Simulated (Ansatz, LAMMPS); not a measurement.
# Localised basis functions on glassy 73SiO2-27K2O (mol %) (90 atoms), part 2 of 2

Aim: test how closely localised support functions follow the reference on glassy 73SiO2-27K2O (mol %) (90 atoms), and at what cost. A setting counts as converged where the r.m.s. difference of forces stays under 1 % of the r.m.s. force.

Ansatz 0.2.0; Kohn-Sham DFT, PBE, PAW (set soft_2), plane waves.

The cell: 22 Si, 16 K and 52 O. The quench rate of 50 K/ps far exceeds what a furnace or splat quench reaches. The starting topology of bonds comes from the classical model. Only the Γ point is sampled, in a cell whose shortest periodic width is 11 Å.

So far. Step 3 (Plane-wave single point): The r.m.s. force component of 1.4 eV/Å sets the scale for the differences below.

## Step 4: Support functions low

With localised support functions most steps grow linearly with size, though the diagonalisation grows faster unless the density matrix is cut; this run measures error and cost at this size.

This step: Kohn-Sham DFT, PBE, PAW (set soft_2), localised support functions (low) (Ansatz 0.2.0).

Input file input.yaml:

```yaml
crystal:
  lattice:
    - [11.31878, 0.0, 0.0]
    - [0.0, 11.31878, 0.0]
    - [0.0, 0.0, 11.31878]
  atoms:
    [... the 90 atom lines of step 3 ...]
kpoints:
  mp_grid: { grid: [1, 1, 1] }
hamiltonian:
  xc: pbe
scf:
  occupations: { method: gaussian, width: 0.05 }
  eigensolver: { kind: { support_functions: { accuracy: low } } }
  max_iter: 150
output:
  forces: true
  eigenvalues: true
```

Command:

```bash
$ ansatz run input.yaml --threads 4 --pin off --max-ram 8192MiB --backend cpu --events-out ev --progress --plain --runs-dir out
```

What it wrote:

```text
Warning: scf.eigensolver.kind.support_functions: disabling space-group detection — the functions' gradient is summed over unrotated k-points, so no spatial operation reduces the k-mesh or symmetrises the density; time reversal is kept, so that k and −k are solved as one point where they differ and the mesh holds both, and exact exchange and, on two spinor components, a DFT+U term hold to it where the run has them: [...]
settings of this run that can trade accuracy for cost: scf.eigensolver.kind.support_functions; scf.eigensolver.kind.support_functions.accuracy: low [...]
[...]
Crystal: 90 atoms, lattice volume = 1450.103 Å³
Basis set: ecut = 420 eV, 28353 PW (Γ), exchange–correlation on 180×180×180 points (8 copies of the dense FFT grid, shifted against one another)
Bands: 327, of which v1, the nominal top of the filled ones, is band 272 counted from 1 (271 counted from 0)
Symmetry: 1 space group operations
k-points: 1
[...]
SCF iter   1: F=—  HF=-68181.125854 eV  |F-HF|=—  |Δ(HF+E_count)|=         —  Δρ=8.66e-2  dr2=1.43e2  ethr=1.00e-1
[...]
SCF iter  12: F=—  HF=-68187.097251 eV  |F-HF|=—  |Δ(HF+E_count)|=   2.36e-3  Δρ=4.24e-5  dr2=3.14e-5  ethr=1.77e-8  κ⁻¹=4.7e-5(r=7)
SCF iter  13: F=-68187.099141 eV  HF=-68187.099143 eV  |F-HF|=1.64e-6  |Δ(HF+E_count)|=   1.89e-3  Δρ=1.67e-5  dr2=6.89e-6  ethr=5.78e-9
SCF 1 converged in 13 iterations: F = -68187.123435 eV  dr2 = 6.89e-6
[...]
SCF converged after 13 iterations
Stability not checked: this state was not tested for a lower state beside it, because the mixer in use, unlike msr1, does not test its closes by its own steps (another_mixer; see scf.mixing.algorithm and scf.lower_state_search)
Free energy (F): -68187.123435 eV
[...]
Internal energy: -68187.123435 eV  (E = F + TS)
E sigma→0 (E₀):  -68187.123435 eV
Fermi energy:    5.634201 eV
[...]
Σ components = -68187.123435   (vs F -68187.123435, Δ=0.00e0)
--- Forces (eV/Å), atoms counted from 1 ---
  atom   1  Si    -0.41894561     1.68184018     2.38882187
  atom   2  Si     0.73218363     0.98250640     0.43827952
  atom   3  Si     1.39779340    -1.04878468     2.67145281
  atom   4  Si     1.01565371     1.83248496    -5.00452403
[...]
atom  90  O     -2.58316472     1.54037475    -1.16024199
  max |Σ_I F_I| component: 2.21e-3 eV/Å
--- Band table (eV) ---
[...]
```

It took 4.4 min on 4 threads of AMD EPYC 7R43, shared host; peak memory 4.9 GiB; 17 min of CPU time.

The program notes that the band table was not solved further than the SCF left it and it switched symmetry off.

Keys that differ from the reference: support_functions.accuracy = "low" and scf.max_iter = 150.

Forces differ from the reference by 0.54 meV/Å r.m.s., 0.040 % of their size, well within a tolerance of 1 %; the energy by -4.3 meV/atom. It took roughly 9.9 times the reference's time (one timing each, with unlike analyses asked), in 13 cycles against 9.

## Step 5: Support functions medium

The cell is solved in localised support functions. Besides, the program derives a nominal cutoff of 464 eV for this run, against the reference's 420.

This step: Kohn-Sham DFT, PBE, PAW (set soft_2), localised support functions (medium) (Ansatz 0.2.0).

input.yaml, the sections that differ from step 4:

```yaml
scf:
  occupations: { method: gaussian, width: 0.05 }
  eigensolver: { kind: { support_functions: { accuracy: medium } } }
  max_iter: 150
# crystal, kpoints, hamiltonian, output: as in step 4
```

What it wrote:

```text
[...]
Warning: basis.ecutwfc = 464 eV, auto-derived: no grid that the accuracy of the support functions lays serves the files at the lower one that their records recommend; a deck with other species or settings can derive another value
[...]
Crystal: 90 atoms, lattice volume = 1450.103 Å³
Basis set: ecut = 464 eV, 32987 PW (Γ), exchange–correlation on 180×180×180 points (8 copies of the dense FFT grid, shifted against one another)
Bands: 327, of which v1, the nominal top of the filled ones, is band 272 counted from 1 (271 counted from 0)
Symmetry: 1 space group operations
k-points: 1
[...]
SCF iter   1: F=—  HF=-68181.127761 eV  |F-HF|=—  |Δ(HF+E_count)|=         —  Δρ=8.66e-2  dr2=1.43e2  ethr=1.00e-1
[...]
SCF iter  14: F=-68187.100907 eV  HF=-68187.100907 eV  |F-HF|=6.85e-7  |Δ(HF+E_count)|=   1.56e-3  Δρ=7.36e-6  dr2=1.46e-6  ethr=1.27e-9
SCF 1 converged in 14 iterations: F = -68187.123490 eV  dr2 = 1.46e-6
[...]
SCF converged after 14 iterations
[...]
Free energy (F): -68187.123490 eV
[...]
Internal energy: -68187.123490 eV  (E = F + TS)
E sigma→0 (E₀):  -68187.123490 eV
Fermi energy:    5.634403 eV
[...]
--- Forces (eV/Å), atoms counted from 1 ---
  atom   1  Si    -0.41914905     1.68135392     2.38897696
  atom   2  Si     0.73207334     0.98239257     0.43823780
  atom   3  Si     1.39752753    -1.04853045     2.67179237
  atom   4  Si     1.01576312     1.83217349    -5.00443634
  atom   5  Si     1.03825164    -1.31946435     0.02582164
  atom   6  Si     1.05512567     4.18894536    -1.82468347
  atom   7  Si    -1.67420997    -2.62609276     1.37910096
  atom   8  Si    -0.89877932     0.29684669     0.82118790
  atom   9  Si     4.14049820     2.41500561    -0.27562619
  atom  10  Si     0.99362416     0.89439547     0.04751049
  atom  11  Si    -0.58943018    -1.06062787    -2.18986279
  atom  12  Si    -1.33745482     1.11503328    -0.89377260
  atom  13  Si    -1.17789417     0.33928664     0.11601402
  atom  14  Si    -0.04710872    -0.88622868    -1.04014425
[...]
atom  89  O      0.10876960     1.54515751    -1.94516191
  atom  90  O     -2.58316443     1.54070861    -1.16038316
  max |Σ_I F_I| component: 2.22e-3 eV/Å
--- Band table (eV) ---
[...]
```

It took 4.2 min on 4 threads; peak memory 5 GiB.

Keys that differ from the reference: support_functions.accuracy = "medium" and scf.max_iter = 150.

Forces differ from the reference by 0.48 meV/Å r.m.s., 0.035 % of their size, well within a tolerance of 1 %; the energy by -4.3 meV/atom. It took roughly 9.3 times the reference's time (one timing each, with unlike analyses asked), in 14 cycles against 9.

## Step 6: Support functions medium, radius 3.21 Å

The radius confines each support function; a larger one gives more freedom and more work per atom.

input.yaml, the sections that differ from step 5:

```yaml
scf:
  occupations: { method: gaussian, width: 0.05 }
  eigensolver: { kind: { support_functions: { accuracy: medium, radius: 3.21 } } }
  max_iter: 150
# crystal, kpoints, hamiltonian, output: as in step 5
```

What it wrote:

```text
Warning: scf.eigensolver.kind.support_functions: disabling space-group detection — the functions' gradient is summed over unrotated k-points, so no spatial operation reduces the k-mesh or symmetrises the density; time reversal is kept, so that k and −k are solved as one point where they differ and the mesh holds both, and exact exchange and, on two spinor components, a DFT+U term hold to it where the run has them: [...]
Warning: basis.ecutwfc = 464 eV, auto-derived: no grid that the accuracy of the support functions lays serves the files at the lower one that their records recommend; a deck with other species or settings can derive another value
settings of this run that can trade accuracy for cost: scf.eigensolver.kind.support_functions [...]
Engine: ansatz 0.2.0, x86_64-unknown-linux-gnu
Pseudopotentials: kind: paw
Pseudopotential: Si, paw, valence charge 4, recommended cutoff 420 eV (normal), Si.paw.azcp
Pseudopotential: K, paw, valence charge 9, recommended cutoff 420 eV (normal), K.paw.azcp
Pseudopotential: O, paw, valence charge 6, recommended cutoff 420 eV (normal), O.paw.azcp
[... 5 lines on functional and potentials left out ...]
Error: SCF: the radius of support functions is under 3.60 Å, the least for these sites at the functions' level (scf.eigensolver.kind.support_functions.accuracy). Use scf.eigensolver.kind: auto, or type scf.eigensolver.kind.support_functions.radius at least as long, [...]
```

Elapsed: 5.3 s, on 4 threads; peak memory 0.35 GiB; 16 s of CPU time.

The program refuses radii under 3.60 Å for these atoms at this level.

## Step 7: All settings compared

Each row is set against the plane-wave reference (Kohn-Sham DFT, PBE, PAW (set soft_2), plane waves; r.m.s. force component 1.37 eV/Å). Energies are set beside the reference only for runs with its functional, potentials and electron count. Times are for 4 threads of AMD EPYC 7R43, shared host. The reference's time includes the DOS, ELF, the stress and grids, which some other runs skip.

```csv
run,"Δ force, r.m.s. (meV/Å)",share of r.m.s. force (%),Δ energy (meV/atom),Δ gap (eV),cycles,time,host memory (GiB)
reference,-,-,-,-,9,27 s,1.8
support functions low,0.541,0.0396,-4.32,5.0e-4,13,4.4 min,4.9
support functions medium,0.479,0.0351,-4.32,-3.0e-4,14,4.2 min,5.0
```

## Step 8: The reference in detail

With the settings judged, the reference run is read for its physics.

Length of the force by element and coordination:

```csv
element,coordination,atoms,mean length of the force (eV/Å),spread,least,most
K,all,16,0.756,0.395,0.377,1.85
O,all,52,2.09,1.03,0.521,5.24
Si,all,22,2.72,1.45,1.20,5.80
```

Löwdin charges by element and coordination (they lack the spilled electrons, 0.067 e an atom on average):

```csv
element,coordination,atoms,mean charge (e),spread,least,most
K,all,16,0.870,0.009,0.857,0.887
O,all,52,-0.871,0.0798,-1.01,-0.791
Si,all,22,1.70,0.0566,1.60,1.78
```

Density of states as counts of states in windows of 1 eV (from the Fermi level), total and the larger projections:

```csv
from (eV),to (eV),total,O p,Si p,K s,K p
-14,-13,17.1,0.2,0.1,0.0,16.8
-13,-12,4.0,2.6,0.2,0.0,0.0
-12,-11,8.7,5.8,0.6,0.0,0.0
-11,-10,12.4,8.6,1.3,0.0,0.0
-10,-9,18.3,13.6,2.9,0.0,0.0
-9,-8,20.3,15.5,3.8,0.0,0.0
-8,-7,14.7,11.6,2.3,0.0,0.0
-7,-6,35.1,29.9,2.6,0.2,0.1
-6,-5,52.6,46.4,2.7,0.4,0.2
-5,-4,56.5,51.7,1.8,0.5,0.2
-4,-3,47.6,44.3,1.4,0.3,0.2
-3,-2,31.3,29.5,0.8,0.2,0.1
-2,-1,10.3,9.7,0.2,0.1,0.0
-1,0,0.3,0.3,0.0,0.0,0.0
0,1,0.9,0.0,0.0,0.7,0.0
1,2,2.8,0.1,0.1,1.9,0.0
2,3,9.3,0.6,0.5,5.4,0.1
3,4,18.7,1.0,2.5,4.9,0.0
4,5,36.6,1.9,6.7,3.4,0.0
```

Between -26 and -14 eV lie 183 more states.

The levels nearest the highest filled one (over half full), pooled over k-points and spins:

```csv
level less the highest filled one (eV),occupation
-0.912,2
-0.858,2
-0.823,2
-0.806,2
-0.201,2
0,2
2.08,0
2.99,0
3.48,0
3.58,0
3.79,0
3.87,0
```

ELF in the ab plane at fractional z = 0.358, with atoms of Si and K and O within 0.2 Å of it. It is the smooth field of the valence electrons, not physical close to the nuclei.

Values, 13 rows by 16 columns, each cell a mean:
```
0.01 0.02 0.25 0.61 0.51 0.09 0.69 0.76 0.84 0.24 0.24 0.67 0.65 0.22 0.07 0.02
0.22 0.25 0.25 0.60 0.47 0.07 0.34 0.74 0.60 0.08 0.07 0.10 0.10 0.28 0.35 0.07
0.73 0.78 0.52 0.26 0.36 0.31 0.09 0.06 0.03 0.02 0.07 0.06 0.05 0.26 0.20 0.14
0.68 0.74 0.40 0.58 0.66 0.78 0.36 0.02 0.01 0.26 0.73 0.71 0.17 0.03 0.02 0.14
0.10 0.17 0.07 0.39 0.71 0.64 0.26 0.48 0.29 0.24 0.79 0.79 0.21 0.09 0.06 0.08
0.28 0.01 0.17 0.40 0.43 0.20 0.73 0.64 0.71 0.12 0.18 0.18 0.03 0.08 0.52 0.70
0.20 0.03 0.51 0.76 0.76 0.40 0.52 0.71 0.53 0.44 0.70 0.64 0.14 0.09 0.57 0.66
0.29 0.30 0.26 0.68 0.67 0.21 0.05 0.12 0.13 0.63 0.64 0.76 0.21 0.11 0.10 0.07
0.75 0.77 0.34 0.10 0.07 0.26 0.35 0.11 0.03 0.15 0.38 0.34 0.25 0.64 0.57 0.25
0.47 0.46 0.19 0.02 0.27 0.76 0.71 0.54 0.06 0.55 0.70 0.64 0.19 0.46 0.47 0.18
0.60 0.28 0.02 0.01 0.22 0.71 0.73 0.47 0.07 0.70 0.70 0.69 0.18 0.16 0.20 0.38
0.79 0.52 0.04 0.03 0.03 0.16 0.19 0.06 0.02 0.17 0.30 0.40 0.39 0.13 0.10 0.50
0.32 0.12 0.03 0.08 0.06 0.02 0.31 0.64 0.54 0.07 0.46 0.70 0.71 0.43 0.02 0.16
```
Columns run along a (11.3 Å), rows up along b (11.3 Å). Atoms in or near the plane, at fractional coordinates: Si at (0.95, 0.23), K at (0.47, 0.95), O at (0.74, 0.01), O at (0.46, 0.55), O at (0.38, 0.23), O at (0.29, 0.70), O at (0.66, 0.22), O at (0.66, 0.43).

Valence density in the ab plane at fractional z = 0.358, with atoms of Si and K and O within 0.2 Å of it. It is the smooth field of the valence electrons, not physical close to the nuclei.

Ten steps, logarithmic in the rise over the least value, from '0' (0.0 e/Å³) to '9' (6.6 e/Å³), each cell a mean:
```
00000122211136888631136886310000
00001234321136888631123443211100
01112344421124676421011111222110
23443333321001222100000001222211
46775433332100000000000000111112
47876435665310000000122110000012
35654346898631000002455421000001
12222236898631100013677631100000
00000123566433332113566531111111
10000012343346776312344311123343
21000234543358998522221100124565
21001368864346887433444210024554
10002479974223554346887420012333
11112357753111122247998531001111
34432233321000001135787422222111
56653211111111100012444323444323
56653100013554310012444323465434
44431000135898521125787433455423
43210000136998531137998532234323
55310000024676420135887532223345
66420000012232100013454332222345
55320000000000000001234543211134
22110000000001232100136886310012
00000001000024676411247998420000
```
Columns run along a (11.3 Å), rows up along b (11.3 Å). Atoms in or near the plane, at fractional coordinates: Si at (0.95, 0.23), K at (0.47, 0.95), O at (0.74, 0.01), O at (0.46, 0.55), O at (0.38, 0.23), O at (0.29, 0.70), O at (0.66, 0.22), O at (0.66, 0.43).

Mean Löwdin charges: K +0.87, O -0.87, Si +1.70 e (they miss 1.1 % of the electrons, so they add up to more than the cell's charge). The largest share in the top eV of filled states is O p (97 % of the projected weight), and in the lowest eV of empty states K s (78 % of the projected weight).

## Step 9: Structure statistics

Bonds and neighbours are counted at the geometry of the runs.

Density 2.38 g/cm³, 16.11 Å³ an atom.

Pair distribution functions g(r), in bins of 0.2 Å:

```csv
r (Å),total,O-O,O-Si,O-K,Si-Si,Si-K,K-K
1.40,0.13,0.00,0.46,0.00,0.00,0.00,0.00
1.60,4.46,0.00,15.75,0.00,0.00,0.00,0.00
1.80,0.23,0.00,0.83,0.00,0.00,0.00,0.00
2.00,0.00,0.00,0.00,0.00,0.00,0.00,0.00
2.20,0.00,0.00,0.00,0.00,0.00,0.00,0.00
2.40,0.19,0.56,0.00,0.00,0.00,0.00,0.00
2.60,2.45,5.77,0.00,2.46,0.00,0.00,0.66
2.80,1.02,1.81,0.00,2.04,0.00,0.00,0.00
3.00,0.83,0.29,0.16,1.83,3.90,0.18,2.02
3.20,0.93,0.54,0.53,1.10,4.25,0.64,2.17
3.40,0.85,0.70,0.70,0.71,0.64,2.54,0.40
3.60,0.99,0.65,1.24,0.80,0.00,2.79,0.71
3.80,1.13,0.89,1.79,0.67,0.16,1.79,0.64
4.00,1.11,0.58,1.83,0.56,0.90,1.96,1.96
4.20,1.12,0.78,2.04,0.47,0.94,1.03,1.55
4.40,0.94,0.73,1.09,1.07,1.35,0.50,1.40
4.60,0.97,0.91,0.77,1.41,0.68,0.92,1.28
4.80,1.09,1.50,0.57,1.50,0.82,0.43,1.36
5.00,1.05,1.44,0.64,1.22,1.05,0.58,0.55
5.20,1.12,1.67,0.52,1.28,1.22,0.61,0.67
5.40,0.90,1.04,0.85,0.88,1.30,0.50,0.46
5.60,0.87,0.66,0.91,0.84,1.13,1.37,0.87
```

Local excerpt of 8 atoms (numbers count through the whole input) about K32, picked at random; x, y, z are measured from there.

```csv
atom,x,y,z,distance (Å),Löwdin charge (e),Fx,Fy,Fz (eV/Å)
K32,0.00,0.00,0.00,0.00,0.88,-0.25,-0.46,-0.03
O81,2.48,0.63,0.07,2.56,-0.99,-0.30,-1.69,0.56
O56,0.23,-1.74,2.14,2.77,-0.86,0.93,1.36,-0.36
O79,-0.88,0.07,-2.64,2.79,-0.97,0.31,0.38,0.19
O88,-1.76,-2.16,-1.44,3.14,-0.81,-0.31,1.31,-1.07
K33,-1.96,2.16,-1.37,3.23,0.87,-0.09,-0.17,-0.33
O73,-2.21,-0.71,2.26,3.24,-0.83,-1.43,0.01,-1.39
Si18,-0.87,-0.90,3.09,3.33,1.64,-1.28,-3.06,-0.01
```

## Step 10: Outcome

```
free energy per atom                             : -757.6304 eV/atom
pressure                                         : 5.53 GPa
r.m.s. force component                           : 1.365 eV/Å
gap (highest filled to lowest empty level) : 2.078 eV
wall time of the 3 DFT runs                      : 9 min
```

**Reading.** Against plane waves at 420 eV, the forces differ by 0.48 meV/Å (0.035 %) with support functions medium. At 90 atoms the fastest of the runs at a preset level, support functions medium, takes roughly 9.3 times the time of plane waves (whose run also made extra analyses), in 14 SCF cycles against 9. Differences between support functions and plane waves include what basis error the plane-wave run still has.

The highest filled and lowest empty levels differ by 2.08 eV (at Γ alone); a semilocal functional tends to put such gaps too low. In a disordered cell it changes from sample to sample, and tail or defect levels can set it.

Caveats: The force components of 1.4 eV/Å r.m.s. reflect the temperature of the frame as well as the gap between the generating potential and DFT. The stress is far from hydrostatic: its diagonal is 4.0, 7.2, 5.5 GPa, compression counted positive. The pressure of 5.5 GPa is that of one thermal frame, in which the classical model's bond lengths enter as well as the volume, without the kinetic term. The pressure of a single frame lacks the kinetic term.

[Long decimals in the printed logs are rounded to 6 places.]

[Logs are printed without paths, hosts, clocks, repeated set-up lines and the standing remarks that a program may print on its own settings, such as how far it seeks lower states.]

[Hosts, paths, dates, database ids (printed as entryN), source tags and the programs' standing remarks are cut or masked in the printed files.]
